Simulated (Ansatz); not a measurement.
# What AgB (built on the sites of a database entry of InAg) distorts into

Wanted: the energy along a soft mode of AgB (built on the sites of a database entry of InAg) and the structure at the end.

Calculated with Ansatz 0.2.0; DFT PBEsol, scalar-relativistic, plane waves, PAW.

The structure was built from a prototype and need not be the compound's stable phase.

**1. Set-up**

The structure is cubic, space group Pm-3m (No. 221). Conventional cell: a = 2.861 Å, b = 2.861 Å, c = 2.861 Å, α = 90.00°, β = 90.00°, γ = 90.00°. Nearest to B lie 8 Ag at 2.48 Å. Nearest to Ag lie 8 B at 2.48 Å. Farther neighbours are not listed.

**2. Response at finite wavevector**

The cell comes from relaxations at this level that are not shown. Stability and thermal properties need the whole zone. Linear response on a 4×4×4 q mesh gives force constants as far as a supercell of that size would.

Contents of input.yaml:

```yaml
crystal:
  lattice:
    - [2.8609203463, 0.0, 0.0]
    - [0.0, 2.8609203463, 0.0]
    - [0.0, 0.0, 2.8609203463]
  atoms:
    - { symbol: B, position: [0.5, 0.5, 0.5] }
    - { symbol: Ag, position: [0.0, 0.0, 0.0] }
kpoints:
  mp_grid: { grid: [16, 16, 16] }
hamiltonian:
  xc: pbesol
scf:
  occupations: { method: methfessel_paxton, width: 0.2 }
output:
  eigenvalues: true
phonons:
  method: dfpt
  qmesh: [4, 4, 4]
  temperatures: { t_max: 1000, t_step: 50 }
  qpath:
    path:
      - [[0.0, 0.0, 0.0], [0.0, 0.5, 0.0], [0.5, 0.5, 0.0], [0.0, 0.0, 0.0], [0.5, 0.5, 0.5], [0.0, 0.5, 0.0]]
      - [[0.5, 0.5, 0.5], [0.5, 0.5, 0.0]]
    npoints: 10
```

Started as:

```
$ ansatz run input.yaml --threads 4 --pin off --max-ram 7168MiB --backend cpu --events-out ev --progress --plain --runs-dir out
```

Numbers of over 12 decimals in the logs are rounded to 6 here.

What it wrote:

```text
Engine: ansatz 0.2.0, aarch64-unknown-linux-gnu
Pseudopotentials: kind: paw
Pseudopotential: B, paw, valence charge 3, recommended cutoff 420 eV (normal), B.paw.azcp
Pseudopotential: Ag, paw, valence charge 19, recommended cutoff 420 eV (normal), Ag.paw.azcp
Functional definition: PBEsol
  exchange = pbesol_x
  correlation = pbesol_c
Crystal: 2 atoms, lattice volume = 23.416 Å³
Basis set: ecut = 420 eV, 461 PW (Γ), exchange–correlation on 40×40×40 points (8 copies of the dense FFT grid, shifted against one another)
Bands: 15, of which v1, the nominal top of the filled ones, is band 11 counted from 1 (10 counted from 0)
Symmetry: 48 space group operations
k-points: 165 of 4096
Non-local potential: B, projectors of the file, l = 0: 2, l = 1: 2, l = 2: 1
Non-local potential: Ag, projectors of the file, l = 0: 3, l = 1: 2, l = 2: 2, l = 3: 1
PAW form: soft (Blöchl's): semilocal exchange-correlation on the pseudo side does not see the compensation charge
PAW frozen core: B, regenerated for the run's functional, and the local potential with it (the file was generated under x = pbe(κ = 0.804, μ = 0.219515), c = pbe(β = 0.066725))
PAW frozen core: Ag, regenerated for the run's functional, and the local potential with it (the file was generated under x = pbe(κ = 0.804, μ = 0.219515), c = pbe(β = 0.066725))
PAW one-centre angular grid: B, 110 points (default); XC on 64 Gauss nodes
PAW one-centre angular grid: Ag, 590 points (default); XC on 64 Gauss nodes
Initial density: superposition of atomic densities (neutral atoms: chi_scale 0, normalization atom), corrected by the library's trained network
Initial wavefunctions: pseudopotential atomic-orbital guess
Functional: x = pbesol(κ = 0.804, μ = 0.123457), c = pbesol(β = 0.046)
SCF iter   1: F=—  HF=-7672.294780 eV  |F-HF|=—  |Δ(HF+E_count)|=         —  Δρ=1.05e-2  dr2=2.07e-2  ethr=1.77e-3  ⟨swp⟩=4.2  Hψ=10748  notcnv=0
preconditioner: auto → none  [metal: Δε(μ)=0.005 eV  Ē_g=11.433 eV  σ=0.200 eV  W_gap=0.02  n_scr=6 (ndim 8)  ℏωp=28.7 eV  f_vac=0.000  D(μ)=0.69/eV (n_scr^D=6)  sad-step TF]
SCF iter   2: F=—  HF=-7672.289754 eV  |F-HF|=—  |Δ(HF+E_count)|=   5.03e-3  S|Δr|=    0.00e0  Δρ=4.76e-3  dr2=4.52e-3  ethr=9.40e-5  ⟨swp⟩=1.0  Hψ=3814  notcnv=0
SCF iter   3: F=—  HF=-7672.288193 eV  |F-HF|=—  |Δ(HF+E_count)|=   1.56e-3  S|Δr|=    0.00e0  Δρ=5.54e-4  dr2=5.43e-5  ethr=2.06e-5  ⟨swp⟩=2.1  Hψ=3557  notcnv=0
SCF iter   4: F=—  HF=-7672.288175 eV  |F-HF|=—  |Δ(HF+E_count)|=   1.72e-5  S|Δr|=    0.00e0  Δρ=5.31e-5  dr2=3.60e-7  ethr=2.47e-7  ⟨swp⟩=2.1  Hψ=3708  notcnv=0
SCF iter   5: F=—  HF=-7672.288166 eV  |F-HF|=—  |Δ(HF+E_count)|=   9.29e-6  S|Δr|=    0.00e0  Δρ=6.54e-6  dr2=7.38e-9  ethr=1.64e-9  ⟨swp⟩=2.8  Hψ=4504  notcnv=0
SCF iter   6: F=—  HF=-7672.288166 eV  |F-HF|=—  |Δ(HF+E_count)|=   1.61e-9  S|Δr|=    0.00e0  Δρ=4.17e-7  dr2=3.06e-11  ethr=3.35e-11  ⟨swp⟩=2.6  Hψ=4240  notcnv=0
SCF iter   7: F=-7672.288166 eV  HF=-7672.288166 eV  |F-HF|=0.00e0  |Δ(HF+E_count)|=  9.09e-12  S|Δr|=    0.00e0  Δρ=2.34e-8  dr2=7.31e-14  ethr=1.00e-12  ⟨swp⟩=5.0  Hψ=9102  notcnv=0
the search or the solves at the SCF's close seem to have found levels that the self-consistency loop had missed (the run counts 1). By its estimate they hold under 1e-12 electrons; where the run keeps them, the occupations were computed again with them
SCF 1 converged in 7 iterations: F = -7672.288166 eV  dr2 = 7.31e-14
  greatest PAW one-centre occupation: 1.001 electrons in one spin orbital (limit 2), on the Ag atom at site 1 (counted from 0), in its partial waves of l = 0
Initial density: read from a saved state, or passed on in memory by an earlier SCF of this step, an earlier step, the calling program or the single point that the run made first
iter 1 solved again at ethr=4.83e-10 eV; its pass at ethr=3.10e-3 eV (dr2=1.06e-7 eV) is discarded
SCF iter   1: F=—  HF=-7672.288166 eV  |F-HF|=—  |Δ(HF+E_count)|=         —  Δρ=1.12e-7  dr2=3.69e-12  ethr=4.83e-10  ⟨swp⟩=4.1  Hψ=19259  notcnv=0
preconditioner: auto → none  [metal: Δε(μ)=0.050 eV  Ē_g=11.459 eV  σ=0.200 eV  W_gap=0.21  n_scr=6 (ndim 8)  ℏωp=28.7 eV  f_vac=0.000  D(μ)=0.69/eV (n_scr^D=6)]
SCF iter   2: F=-7672.288166 eV  HF=-7672.288166 eV  |F-HF|=1.82e-12  |Δ(HF+E_count)|=  4.29e-10  S|Δr|=    0.00e0  Δρ=1.13e-7  dr2=2.99e-12  ethr=1.00e-12  ⟨swp⟩=4.6  Hψ=8740  notcnv=0
SCF 2 converged in 2 iterations: F = -7672.288166 eV  dr2 = 2.99e-12
phonons: the bands overlap, so this run is a metal and interpolates without the dipole-dipole term. If the crystal is really an insulator or semiconductor, its LO-TO splitting is missing
NSCF: frozen V_eff on 165 k-points
NSCF: frozen V_eff on 405 k-points
DFPT response loops at q = (0, 0, 0) (fractional): preconditioner auto → Kerker (q_TF=auto, 2.700 Å⁻¹) (partly filled bands, converged f_vac=0.000); β = 1.00, the filter's whole step (`scf.mixing.beta` (0.50) is not read by the response loops under this deck's `scf.mixing.preconditioner`; to damp them name `kerker` or `kerker_dos`, under which they read `scf.mixing.beta`, and type it under 1.00, their step now; both keys bind the ground state too); Broyden in place of MSR1
NSCF: frozen V_eff on 2592 k-points
DFPT response loops at q = (0, 0, 0.25) (fractional): mixed as the last ones told, above
NSCF: frozen V_eff on 1458 k-points
DFPT response loops at q = (0, 0, -0.5) (fractional): mixed as the last ones told, above
NSCF: frozen V_eff on 4608 k-points
DFPT response loops at q = (0, 0.25, 0.25) (fractional): mixed as the last ones told, above
NSCF: frozen V_eff on 2592 k-points
DFPT response loops at q = (0, 0.25, -0.5) (fractional): mixed as the last ones told, above
NSCF: frozen V_eff on 1458 k-points
DFPT response loops at q = (0, -0.5, -0.5) (fractional): mixed as the last ones told, above
NSCF: frozen V_eff on 4352 k-points
DFPT response loops at q = (0.25, 0.25, 0.25) (fractional): mixed as the last ones told, above
NSCF: frozen V_eff on 4608 k-points
DFPT response loops at q = (0.25, 0.25, -0.5) (fractional): mixed as the last ones told, above
NSCF: frozen V_eff on 2592 k-points
DFPT response loops at q = (0.25, -0.5, -0.5) (fractional): mixed as the last ones told, above
NSCF: frozen V_eff on 810 k-points
DFPT response loops at q = (-0.5, -0.5, -0.5) (fractional): mixed as the last ones told, above
SCF converged after 7 iterations
Stability not checked: this state was not tested for a lower state beside it, because cold or Methfessel-Paxton smearing, or corrected tetrahedra, fill the levels in a way that the test cannot read (fill_not_monotonic; see scf.lower_state_search)
Free energy (F): -7672.288166 eV
Harris-Foulkes:  -7672.288166 eV  (|F-HF|=0.00e0)
Internal energy: -7672.288959 eV  (E = F + TS)
E sigma→0 (E₀):  -7672.288364 eV
Entropy (-TS):   0.000793 eV (0.396 meV/atom)
Fermi energy:    16.745522 eV
--- Per-component energies (eV) ---
  E_band       = -238.220743
  E_kinetic    = 567.595228
  E_local      = -2461.367386  (includes V_loc(G=0)·N_el)
  E_nonlocal   = 94.106166
  E_hartree    = 1121.370692
  E_xc         = -214.504252
  E_vxc        = -271.056520  (∫ρ·V_xc dr)
  E_paw        = -3907.818750  (= ΣΔE_a)
  E_vpaw       = -410.239914  (= ΣTr[D̂ρ^β])
  E_aug_tail   = 0.000283  (compensation charges beyond the density's cutoff)
  E_ewald      = -2872.008389
  E_core_change = 0.337450  (= ΣΔE_core)
  E_smearing   = 0.000793  (= −TS)
  E_closure    = -0.000000  (closes the sum)
  Σ components = -7672.288166   (vs F -7672.288166, Δ=0.00e0)
--- Band table (eV; the first three rows and the last of 165) ---
  k-point 0: bands = [... 7 lower, 11.9683, 11.9683, 11.9683, 18.5087, 18.5087, 18.5087, 25.4615, 29.0173]
  k-point 1: bands = [... 7 lower, 11.9093, 11.9093, 11.9722, 18.2189, 18.6179, 18.6179, 25.5923, 28.9546]
  k-point 2: bands = [... 7 lower, 11.7487, 11.7487, 11.9833, 17.4833, 18.9272, 18.9272, 25.8655, 28.7753]
  k-point 164: bands = [... 7 lower, 12.8393, 12.8393, 14.0991, 19.3069, 19.3069, 19.3069, 20.9071, 20.9071]
--- Phonons (Γ-DFPT): 2 representative perturbations + reference (Σ response iterations 7) ---
  ASR residual: 9.231e-6 → 0.000e0 eV/Å²; symmetrization residual: 8.713e-7 eV/Å²
  ASR residual per site (eV/Å²): 2.43e-7 9.23e-6
  Γ frequencies (cm⁻¹): 0.00 0.00 0.00 187.54 187.54 187.54
--- Phonons (arbitrary-q DFPT): 10 irreducible q on the 4×4×4 mesh ---
  q = [0.0000, 0.0000, 0.0000] (star 1, of the zone-centre solve; hermiticity 1.37e-6, symmetrization 5.04e-12): -0.00 0.00 0.00 187.54 187.54 187.54
  q = [0.0000, 0.0000, 0.2500] (star 6, 4 solved perturbations in 4032 linear systems a pass and spin channel, the states on 1296 of 4096 k-point pairs; hermiticity 2.88e-7, symmetrization 2.19e-12): -12.38 -12.38 119.30 190.29 190.29 217.53
  q = [0.0000, 0.0000, -0.5000] (star 3, 4 solved perturbations in 2268 linear systems a pass and spin channel, the states on 729 of 4096 k-point pairs; hermiticity 4.94e-9, symmetrization 1.28e-9): 40.08 40.08 168.10 187.79 187.79 274.45
  q = [0.0000, 0.2500, 0.2500] (star 12, 4 solved perturbations in 7056 linear systems a pass and spin channel, the states on 2304 of 4096 k-point pairs; hermiticity 2.47e-7, symmetrization 1.57e-13): 42.42 52.28 118.72 206.61 215.66 238.39
  q = [0.0000, 0.2500, -0.5000] (star 12, 6 solved perturbations on 1296 of 4096 k-point pairs; hermiticity 9.76e-8, symmetrization 6.26e-10): 64.52 91.59 113.14 228.33 238.45 239.42
  q = [0.0000, -0.5000, -0.5000] (star 3, 4 solved perturbations in 2268 linear systems a pass and spin channel, the states on 729 of 4096 k-point pairs; hermiticity 1.57e-7, symmetrization 1.25e-11): -54.01 -54.01 67.51 235.90 235.90 250.28
  q = [0.2500, 0.2500, 0.2500] (star 8, 2 solved perturbations on 2176 of 4096 k-point pairs; hermiticity 9.16e-8, symmetrization 7.69e-13): -21.33 -21.33 116.21 195.32 195.32 304.66
  q = [0.2500, 0.2500, -0.5000] (star 12, 4 solved perturbations in 7056 linear systems a pass and spin channel, the states on 2304 of 4096 k-point pairs; hermiticity 6.29e-8, symmetrization 1.98e-9): -49.13 110.50 113.50 156.45 189.89 266.46
  q = [0.2500, -0.5000, -0.5000] (star 6, 4 solved perturbations in 4032 linear systems a pass and spin channel, the states on 1296 of 4096 k-point pairs; hermiticity 1.70e-7, symmetrization 4.39e-9): -112.74 -112.74 117.32 181.85 192.28 192.28
  q = [-0.5000, -0.5000, -0.5000] (star 1, 2 solved perturbations on 405 of 4096 k-point pairs; hermiticity 1.06e-9, symmetrization 5.28e-10): -141.74 -141.74 -141.74 148.66 148.66 148.66
  sum rule: each row above includes the acoustic sum rule's correction from the zone centre's row sums; it moved no ω² by more than (0.15 cm⁻¹)²
  mesh force constants: q→R imaginary residual 2.50e-18; ASR residual 9.231e-6 → 0.000e0 eV/Å²; symmetrization residual 6.217e-15 eV/Å²
  interpolated dispersion: 62 rows × 6 modes
  density of states and harmonic sums: on the 24×24×24 q-mesh, interpolated from the force constants of a 4×4×4 supercell (no non-analytic term)
  largest difference from the sums on the solved wave vectors: F 1.32e-1 eV, S 1.70e-4 and C_V 4.02e-5 eV/K
  zero-point energy: 0.051837 eV/cell   skipped modes (ω ≤ 0): 308, of them read as no rigid motion or as one in doubt: 305 (5.639e-1 modes/cell left out, lowest -141.74 cm⁻¹)   left out of the sums: 9.40e-2 of the cell's modes: C_V's classical limit lies that fraction below 3 k_B per atom; for a crystal, a wire or a layer, F and S can be off by more, and a phonons.interpolated_qmesh denser along its periods is the remedy for the sampling
```

It took 8.6 min on 4 threads of Arm Neoverse N1, shared host; peak memory 2 GiB; 33 min of CPU time.

Numbers from this step:

```yaml
volume_per_atom: 11.71 Å³
gap_on_the_k_mesh: 0 eV
sum_rule_residual_before_enforcement: 9.23e-6 eV/Å²
lowest_frequency_on_the_path: -141.7 cm⁻¹
point_group: m-3m
highest_frequency_on_the_path_or_at_a_solved_wavevector: 304.7 cm⁻¹
highest_optical_mode_at_the_zone_centre_no_lo_to_term: 187.5 cm⁻¹
lowest_optical_zone_centre_mode: 187.5 cm⁻¹
lowest_mode_on_the_q_mesh_acoustic_modes_at_gamma_apart: -141.7 cm⁻¹
```

Frequencies (cm⁻¹) solved at each irreducible wavevector; negative means imaginary. Frequencies by wavevector, by row:

```csv
q in reciprocal lattice units,star,mode 1,mode 2,mode 3,mode 4,mode 5,mode 6
0 0 0,1,0,0,0,187.5,187.5,187.5
0 0 0.25,6,-12.4,-12.4,119.3,190.3,190.3,217.5
0 0 -0.5,3,40.1,40.1,168.1,187.8,187.8,274.4
0 0.25 0.25,12,42.4,52.3,118.7,206.6,215.7,238.4
0 0.25 -0.5,12,64.5,91.6,113.1,228.3,238.4,239.4
0 -0.5 -0.5,3,-54,-54,67.5,235.9,235.9,250.3
0.25 0.25 0.25,8,-21.3,-21.3,116.2,195.3,195.3,304.7
0.25 0.25 -0.5,12,-49.1,110.5,113.5,156.4,189.9,266.5
0.25 -0.5 -0.5,6,-112.7,-112.7,117.3,181.8,192.3,192.3
-0.5 -0.5 -0.5,1,-141.7,-141.7,-141.7,148.7,148.7,148.7
```

Interpolated from a 4×4×4 q mesh. Phonon branches along the path, in cm⁻¹:

```csv
point,branch 1,branch 2,branch 3,branch 4,branch 5,branch 6
Γ,0,0,0,188,188,188
halfway,-12,-12,119,190,190,218
X,40,40,168,188,188,274
halfway,64,92,113,228,238,239
M,-54,-54,68,236,236,250
halfway,42,52,119,207,216,238
Γ,0,0,0,188,188,188
halfway,-21,-21,116,195,195,305
R,-142,-142,-142,149,149,149
halfway,-49,110,114,156,190,266
X,40,40,168,188,188,274
jump to R,-142,-142,-142,149,149,149
halfway,-113,-113,117,182,192,192
M,-54,-54,68,236,236,250
```

The phonon branches as a text plot (rows in cm⁻¹):

```
    295 |                              ****
    277 |      ***                                   *  **
    258 |         *    *             **             * **
    240 |    **    ***********             *       *  **      ***
    221 |   *     **       ****     *                         **
    202 |  *     **          ****      **         *  *  *
    184 |*********             ********  ** *      *******  **
    165 |      ***                         * *   ** *   ** *
    147 |     *   *                         ******     *  * *
    128 |   **     *       **                     ** **    **
    109 |                 *  **        ****        **        *
     91 |          **    *     *     **    *       * **       *
     72 |  *      * *******     *   *             *   **   *   **
     54 | *      *** *     ***                       *  *
     35 |*     ***    *   ****** * *                     *
     16 |    **       *        *** ****           *
     -2 |*              *       ***    *
    -21 | ***            *              *
    -39 |               *                ** *
    -58 |              *                            *           *
    -77 |                                  *     *            **
    -95 |                                        * *
   -114 |                                   **               *
   -132 |                                    ******       ***
         Γ      X      M          Γ            R        X|R     M
```

Symmetry leaves 10 wavevectors to solve. The lowest mode among them, the acoustic zeros apart, lies at q = (-0.5, -0.5, -0.5) and is imaginary, 141.7i cm⁻¹, so the energy falls along it.

**3. The mode frozen in, largest atomic shift 0 Å**

The mode followed lies at q = (0.25, -0.5, -0.5) with frequency 112.7i cm⁻¹ and is 2-fold degenerate, one of the unstable modes though not the softest. At small amplitude the distorted cell has space group no. 98 by a symmetry search on the positions. The undistorted cell that holds it gives the zero of energy on the same k mesh.

System of this step: AgB (built on the sites of a database entry of InAg). It takes space group Pm-3m (No. 221, cubic). The conventional cell has a = 2.861 Å, b = 2.861 Å, c = 2.861 Å, α = 90.00°, β = 90.00°, γ = 90.00°. Nearest to B lie 8 Ag at 2.48 Å. Nearest to Ag lie 8 B at 2.48 Å. Farther neighbours are not listed.

Contents of input.yaml:

```yaml
crystal:
  lattice:
    - [0.0, -2.8609203463, -2.8609203463]
    - [0.0, -2.8609203463, 2.8609203463]
    - [-5.7218406927, -2.8609203463, 0.0]
  atoms:
    - { symbol: B, position: [0.375, 0.875, 0.25] }
    - { symbol: B, position: [0.875, 0.375, 0.25] }
    - { symbol: B, position: [0.125, 0.625, 0.75] }
    - { symbol: B, position: [0.625, 0.125, 0.75] }
    - { symbol: Ag, position: [0.5, 0.5, 0.0] }
    - { symbol: Ag, position: [1.0, 0.0, 0.0] }
    - { symbol: Ag, position: [0.25, 0.25, 0.5] }
    - { symbol: Ag, position: [0.75, 0.75, 0.5] }
kpoints:
  mp_grid: { grid: [10, 10, 10] }
hamiltonian:
  xc: pbesol
scf:
  occupations: { method: methfessel_paxton, width: 0.2 }
output:
  forces: true
  stress: true
  eigenvalues: true
```

What it wrote:

```text
[...]
Crystal: 8 atoms, lattice volume = 93.665 Å³
Basis set: ecut = 420 eV, 1839 PW (Γ), exchange–correlation on 60×60×90 points (8 copies of the dense FFT grid, shifted against one another)
Bands: 53, of which v1, the nominal top of the filled ones, is band 44 counted from 1 (43 counted from 0)
Symmetry: 64 space group operations
[...]
k-points: 102 of 1000
[...]
k-point 0: bands = [... 40 lower, 15.4065, 15.5975, 15.5975, 15.5975, 15.5975, 18.5094, 18.5099, 18.5099, ... 5 higher]
  k-point 1: bands = [... 40 lower, 14.8487, 15.0361, 15.7494, 16.3872, 16.3872, 18.3208, 18.5801, 18.5801, ... 5 higher]
  k-point 2: bands = [... 40 lower, 14.1497, 14.6779, 16.0346, 17.2097, 17.2097, 17.8156, 18.7831, 18.7831, ... 5 higher]
  k-point 101: bands = [... 40 lower, 13.4405, 13.6316, 13.8994, 13.9126, 16.8815, 17.3901, 20.2107, 20.4595, ... 5 higher]
[key lines of the parts left out:]
SCF converged after 6 iterations
Free energy (F): -30689.147006 eV
Fermi energy:    16.756472 eV
P = ⅓ Tr σ = 0.0244 GPa (0.244 kbar)
```

Elapsed: 11 s, on 4 threads; peak memory 0.64 GiB.

This step gave:

| Item | Value |
| --- | --- |
| pressure | 0.02445 GPa |
| energy from the undistorted cell | 0 meV/atom |

The run ends at a pressure of 0.02 GPa.

**4. The mode frozen in, largest atomic shift 0.32 Å**

The atoms are moved along the unstable eigenvector, the largest shift by 0.32 Å, with the cell fixed.

input.yaml, the sections that differ from step 3:

```yaml
crystal:
  lattice:
    - [0.0, -2.8609203463, -2.8609203463]
    - [0.0, -2.8609203463, 2.8609203463]
    - [-5.7218406927, -2.8609203463, 0.0]
  atoms:
    - { symbol: B, position: [0.4540913911, 0.875, 0.25] }
    - { symbol: B, position: [0.7959086089, 0.375, 0.25] }
    - { symbol: B, position: [0.125, 0.7040913911, 0.75] }
    - { symbol: B, position: [0.625, 0.0459086089, 0.75] }
    - { symbol: Ag, position: [0.4890616566, 0.4890616566, 0.0] }
    - { symbol: Ag, position: [1.0109383434, 0.0109383434, 0.0] }
    - { symbol: Ag, position: [0.2390616566, 0.2609383434, 0.5] }
    - { symbol: Ag, position: [0.7609383434, 0.7390616566, 0.5] }
# kpoints, hamiltonian, scf, output: as in step 3
```

What it wrote:

```text
[...]
Crystal: 8 atoms, lattice volume = 93.665 Å³
Basis set: ecut = 420 eV, 1839 PW (Γ), exchange–correlation on 60×60×90 points (8 copies of the dense FFT grid, shifted against one another)
Bands: 53, of which v1, the nominal top of the filled ones, is band 44 counted from 1 (43 counted from 0)
Symmetry: 8 space group operations
[...]
k-points: 102 of 1000 (time reversal used)
[...]
k-point 0: bands = [... 40 lower, 15.4432, 15.5538, 15.5538, 15.8071, 16.1063, 17.7699, 17.7699, 18.4656, ... 5 higher]
  k-point 1: bands = [... 40 lower, 14.9718, 15.2264, 15.8542, 16.1713, 16.6116, 17.7788, 17.8413, 18.3069, ... 5 higher]
  k-point 2: bands = [... 40 lower, 14.3279, 14.9086, 16.0995, 16.7325, 17.3632, 17.8451, 17.9525, 17.9956, ... 5 higher]
  k-point 101: bands = [... 40 lower, 13.4604, 13.6136, 13.8607, 13.8738, 16.9416, 17.4325, 19.3843, 19.9051, ... 5 higher]
[key lines of the parts left out:]
SCF converged after 6 iterations
Free energy (F): -30689.212194 eV
Fermi energy:    16.701104 eV
P = ⅓ Tr σ = 3.1470 GPa (31.470 kbar)
```

The job ended after 18 s (4 threads; peak memory 0.62 GiB; 71 s of CPU time).

Numbers from this step:

* pressure: 3.147 GPa
* energy from the undistorted cell: -8.019 meV/atom

The energy, extrapolated to zero smearing, is -8.02 meV/atom against the undistorted cell.

The run ends at a pressure of 3.15 GPa, with forces up to 0.37 eV/Å.

(Continued in part 2 of 3.)

[Logs are printed without paths, hosts, clocks, repeated set-up lines and the standing remarks that a program may print on its own settings, such as how far it seeks lower states.]

[Hosts, paths, dates, database ids (printed as entryN), source tags and the programs' standing remarks are cut or masked in the printed files.]
